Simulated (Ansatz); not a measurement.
# Direct or indirect: KMgF3 (Pm-3m)

```yaml
crystal:
  lattice:
    - [3.98590, 0.00000, 0.00000]
    - [0.00000, 3.98590, 0.00000]
    - [0.00000, 0.00000, 3.98590]
  atoms:
    - { symbol: K, position: [0.50000, 0.50000, 0.50000] }
    - { symbol: Mg, position: [0.00000, 0.00000, 0.00000] }
    - { symbol: F, position: [0.00000, 0.00000, 0.50000] }
    - { symbol: F, position: [0.00000, 0.50000, 0.00000] }
    - { symbol: F, position: [0.50000, 0.00000, 0.00000] }
```

Method: Ansatz, PBE, independent particles, without spin-orbit coupling, line width 0.1 eV (Gaussian). The band structure gives a fundamental gap of 7.33 eV. The spectrum of vertical transitions near the edge:

```csv
E (eV),"Im ε, E ∥ xyz"
6.84,0.00
6.96,0.00
7.08,0.00
7.20,0.00
7.32,0.00
7.44,0.00
7.56,0.01
7.68,0.09
7.80,0.20
7.92,0.28
8.04,0.33
8.16,0.38
8.28,0.41
8.40,0.45
8.52,0.47
8.64,0.50
8.76,0.52
8.88,0.55
```

Is the gap direct or indirect, and about where do vertical transitions set in?

Indirect, by the band path, whose least direct gap is 7.66 eV. The curves fit this: they stay near zero above 7.33 eV and rise only from about 7.7 eV, though a forbidden direct transition would look alike. Lines are broadened by 0.1 eV, which spreads the edge, and phonons, which would give weak absorption from the fundamental gap up, are left out.

[Logs are printed without paths, hosts, clocks, repeated set-up lines and the standing remarks that a program may print on its own settings, such as how far it seeks lower states.]
